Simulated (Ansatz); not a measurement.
# SrLiH3 (Pm-3m): following an unstable mode, part 2 of 2

Which phase does SrLiH3 (Pm-3m) fall into along its unstable mode, and how much energy does it gain?

Ansatz 0.2.0; DFT PBEsol, scalar-relativistic, plane waves, PAW.

So far. Step 5 (Energy along the mode, all amplitudes (two of the runs …): The lowest of the steps tried is the last one, at 0.6 Å, 58.5 meV/atom below the parent; the bottom of the well need not coincide with a step. Step 7 (The new phase in its own primitive cell): The largest force component left is 0.55 meV/Å and the pressure is 0.000 GPa, within the tolerances set. The cell now holds 17.33 Å³/atom. The relaxed cell has a = 6.252, c = 4.434 Å (conventional setting).

## Step 8: Modes of the new phase, k-mesh 4×4×6

A relaxed structure may still be a saddle point, so its zone-centre modes are computed. The response to a homogeneous field gives the Born charges and the dielectric tensor.

File input.yaml:

```yaml
crystal:
  lattice:
    - [6.2520537932, 0.0, 0.0]
    - [0.0, 6.2520537932, 0.0]
    - [0.0, 0.0, 4.4344759261]
  atoms:
    - { symbol: Li, position: [0.5, 0.0, 0.0] }
    - { symbol: Li, position: [0.0, 0.5, 0.0] }
    - { symbol: Sr, position: [0.0, 0.0, 0.5] }
    - { symbol: Sr, position: [0.5, 0.5, 0.5] }
    - { symbol: H, position: [0.0, 0.0, 0.0] }
    - { symbol: H, position: [0.5, 0.5, 0.0] }
    - { symbol: H, position: [0.3553922829, 0.1446077171, 0.5] }
    - { symbol: H, position: [0.6446077171, 0.8553922829, 0.5] }
    - { symbol: H, position: [0.1446077171, 0.6446077171, 0.5] }
    - { symbol: H, position: [0.8553922829, 0.3553922829, 0.5] }
kpoints:
  mp_grid: { grid: [4, 4, 6] }
hamiltonian:
  xc: pbesol
scf:
  occupations: { method: fixed }
output:
  eigenvalues: true
phonons:
  method: dfpt
  dielectric: true
  rigid_motions: translations
```

Launch:

```bash
ansatz run input.yaml --threads 4 --pin off --max-ram 7168MiB --backend cpu --events-out ev --progress --plain --runs-dir out
```

Elapsed: 88 s, on 4 threads of AMD EPYC 9R45, shared host; peak memory 1.2 GiB; 2 min of CPU time.

Numbers from this step:

```
sum-rule residual before enforcement                    : 2.26e-4 eV/Å²
miss of the charge sum rule                             : 0.002680 e
estimated error of the dielectric tensor                : 0.01561
estimated error of the Born charges                     : 0.01459 e
point group                                             : 4/mmm
highest optical mode at the zone centre (no LO-TO term) : 1461 cm⁻¹
lowest optical zone-centre mode                         : -502.7 cm⁻¹
mean high-frequency dielectric constant                 : 3.898
largest Born charge (third of the trace)                : 1.795 e
top of the zone-centre spectrum with the field          : 1508 cm⁻¹
```

Without the LO-TO term. Patterns of degenerate modes are one choice out of their space. The modes at Γ (shares of kinetic energy by element, %) (negative means imaginary):

| mode | frequency (cm⁻¹) | symmetry | Li % | Sr % | H % |
| --- | --- | --- | --- | --- | --- |
| 1 | -502.7 | Eu | 9 | 0 | 91 |
| 2 | -502.7 | Eu | 9 | 0 | 91 |
| 3 | -474.7 | B1u | 28 | 0 | 72 |
| 4 | -469.9 | Eg | 0 | 0 | 100 |
| 5 | -469.9 | Eg | 0 | 0 | 100 |
| 6 | -451.5 | A2u | 42 | 0 | 58 |
| 7 | -418.1 | Eu | 32 | 0 | 68 |
| 8 | -418.1 | Eu | 32 | 0 | 68 |
| 9 | 0.0 | acoustic | 7 | 90 | 3 |
| 10 | 0.0 | acoustic | 7 | 90 | 3 |
| 11 | 0.0 | acoustic | 7 | 90 | 3 |
| 12 | 44.1 | Eu | 14 | 75 | 11 |
| 13 | 44.1 | Eu | 14 | 75 | 11 |
| 14 | 72.6 | A1u | 0 | 99 | 1 |
| 15 | 181.5 | B1u | 72 | 0 | 28 |
| 16 | 190.2 | Eu | 74 | 15 | 12 |
| 17 | 190.2 | Eu | 74 | 15 | 12 |
| 18 | 275.8 | Eu | 36 | 18 | 45 |
| 19 | 275.8 | Eu | 36 | 18 | 45 |
| 20 | 295.8 | A2u | 51 | 9 | 40 |
| 21 | 417.3 | Eu | 27 | 1 | 72 |
| 22 | 417.3 | Eu | 27 | 1 | 72 |
| 23 | 760.0 | A1g | 0 | 0 | 100 |
| 24 | 835.9 | B2g | 0 | 0 | 100 |
| 25 | 1012.5 | B1g | 0 | 0 | 100 |
| 26 | 1032.6 | Eu | 0 | 1 | 99 |
| 27 | 1032.6 | Eu | 0 | 1 | 99 |
| 28 | 1101.8 | A2g | 0 | 0 | 100 |
| 29 | 1460.1 | A1u | 0 | 1 | 99 |
| 30 | 1461.4 | A2u | 0 | 1 | 99 |

Displacements in mode 2 (-502.7 cm⁻¹), the largest set to 1:
```
Li1  0.00 -0.12  0.00
Li2 -0.03 -0.12  0.00
Sr3  0.00  0.00  0.00
Sr4  0.00  0.00  0.00
H5   0.13  1.00  0.00
H6   0.11  1.00  0.00
H7   0.02  0.02  0.00
H8   0.02  0.02  0.00
H9  -0.02  0.01  0.00
H10 -0.02  0.01  0.00
```

Displacements in mode 21 (417.3 cm⁻¹), the largest set to 1:
```
Li1  0.00 -0.41  0.00
Li2 -0.09  0.42  0.00
Sr3  0.02 -0.01  0.00
Sr4  0.02  0.01  0.00
H5   0.12  1.00  0.00
H6  -0.11 -1.00  0.00
H7  -0.90  0.72  0.00
H8  -0.90  0.72  0.00
H9  -0.76 -0.53  0.00
H10 -0.76 -0.53  0.00
```

Optical modes at the zone centre, without and with the macroscopic field of the longitudinal modes; each column is sorted by frequency, so a row need not hold one and the same mode. Modes with and without the field, by row:

| rank among optical modes | no field (cm⁻¹) | q along (1, 0, 0) (cm⁻¹) | q along (0, 0, 1) (cm⁻¹) |
| --- | --- | --- | --- |
| 1 | -502.7 | -502.7 | -502.7 |
| 2 | -502.7 | -474.7 | -502.7 |
| 3 | -474.7 | -469.9 | -474.7 |
| 4 | -469.9 | -469.9 | -469.9 |
| 5 | -469.9 | -451.5 | -469.9 |
| 6 | -451.5 | -421.2 | -418.1 |
| 7 | -418.1 | -418.1 | -418.1 |
| 8 | -418.1 | -363.3 | 32.8 |
| 9 | 44.1 | 44.1 | 44.1 |
| 10 | 44.1 | 72.6 | 44.1 |
| 11 | 72.6 | 90.3 | 72.6 |
| 12 | 181.5 | 181.5 | 181.5 |
| 13 | 190.2 | 190.2 | 190.2 |
| 14 | 190.2 | 201 | 190.2 |
| 15 | 275.8 | 275.8 | 275.8 |
| 16 | 275.8 | 295.8 | 275.8 |
| 17 | 295.8 | 332.3 | 417.3 |
| 18 | 417.3 | 417.3 | 417.3 |
| 19 | 417.3 | 582.4 | 487.1 |
| 20 | 760 | 760 | 760 |
| 21 | 835.9 | 835.9 | 835.9 |
| 22 | 1012 | 1012 | 1012 |
| 23 | 1033 | 1033 | 1033 |
| 24 | 1033 | 1102 | 1033 |
| 25 | 1102 | 1117 | 1102 |
| 26 | 1460 | 1460 | 1460 |
| 27 | 1461 | 1461 | 1508 |

Born charge (rows field, columns displacement) (e), principal values of the symmetric part by kind of site:

| atom | atoms with these values | low | middle | high | mean |
| --- | --- | --- | --- | --- | --- |
| Li1 | 2 | 1.15 | 1.21 | 1.53 | 1.30 |
| Sr3 | 2 | 1.53 | 1.93 | 1.93 | 1.79 |
| H5 | 2 | -1.09 | -1.09 | -0.93 | -1.03 |
| H7 | 4 | -1.07 | -1.04 | -0.99 | -1.03 |

In full for H5:

```
-1.09 -0.02  0.00
 0.02 -1.09  0.00
 0.00  0.00 -0.93
```

High-frequency dielectric tensor:

```
3.84 0.00 0.00
0.00 3.84 0.00
0.00 0.00 4.01
```

Transverse modes; imaginary modes are left out. Infrared lines, with heights relative to the strongest:

| position (cm⁻¹) | relative intensity |
| --- | --- |
| 44 | 10 |
| 73 | 0.0 |
| 182 | 0.0 |
| 190 | 7.6 |
| 276 | 45 |
| 296 | 19 |
| 417 | 68 |
| 760 | 0.0 |
| 836 | 0.0 |
| 1012 | 0.0 |
| 1033 | 100 |
| 1102 | 0.0 |
| 1460 | 0.0 |
| 1461 | 48 |

Before it was imposed, the acoustic sum rule was missed by 2.3e-4 eV/Å² and the charge sum rule by 0.0027 e. Small misses are needed for a sound result but don't prove that mesh and cutoff are converged. The lowest optical mode is imaginary, 502.7i cm⁻¹, so the energy falls along it.

## Step 9: The phases reached

The phases reached along the modes that were followed are set side by side.

Energies are those of the first relaxation, on the mesh of the frozen mode; space group, volume and gap are those of the last relaxation. Phases, by row:

| mode frozen in | space group | energy from parent (meV/atom) | volume (Å³/atom) | gap on mesh (eV) | lowest zone-centre optical mode (cm⁻¹) | largest shift (Å) |
| --- | --- | --- | --- | --- | --- | --- |
| parent | Pm-3m | 0 | 19.37 | 1.664 | – | – |
| q = (-0.5, -0.5, -0.5), 560i cm⁻¹ | I4/mcm | -99.1 | 17.32 | 1.211 | -649.3 | 0.935 |
| q = (-0.5, -0.5, -0.5), 560i cm⁻¹ | R-3c | -311.8 | 15.94 | 1.984 | -267.7 | 1.063 |
| q = (-0.5, -0.5, -0.5), 560i cm⁻¹ | Imma | -264.2 | 15.16 | 1.563 | -254.1 | 1.474 |
| q = (0, -0.5, -0.5), 553i cm⁻¹ | P4/mbm | -97.09 | 17.33 | 1.123 | -502.7 | 0.931 |

## Step 10: What came out

| Quantity | Value |
| --- | --- |
| unstable mode of the parent | q = (0, -0.5, -0.5), 553i cm⁻¹ |
| depth at the lowest point sampled | 58.5 meV/atom |
| largest atomic shift at that point | 0.6 Å |
| space group reached (within 0.01 Å) | P4/mbm |
| energy gained over the parent (first relaxation, on the mesh of the frozen mode) | 97.1 meV/atom |
| volume per atom, phase reached | 17.3 Å³ |
| gap on the k-mesh, phase reached | 1.12 eV |
| lowest optical zone-centre mode, phase reached | -503 cm⁻¹ |
| highest optical mode at the zone centre (no LO-TO term), phase reached | 1461 cm⁻¹ |

What this shows: Along this mode the structure falls into P4/mbm, 97.1 meV/atom below the parent. At the parent's cell the well is 58.53 meV/atom deep on the steps tried, with its lowest point at a shift of 0.6 Å. That is the last step tried, so the steps alone don't bracket the bottom of the well. Relaxing atoms and cell changes the gain by +38.56 meV/atom against the lowest step (energies at zero smearing). The new phase still has an imaginary mode at the zone centre of its cell, so it is a saddle point on the way to a lower structure. Of the 4 patterns followed to their end from this parent, this one ends 215 meV/atom above the lowest, R-3c. Each path keeps the symmetry of its pattern, so a lower phase may lie along a pattern not tried.

[Logs are printed without paths, hosts, clocks, repeated set-up lines and the standing remarks that a program may print on its own settings, such as how far it seeks lower states.]

[Hosts, paths, dates, database ids (printed as entryN), source tags and the programs' standing remarks are cut or masked in the printed files.]
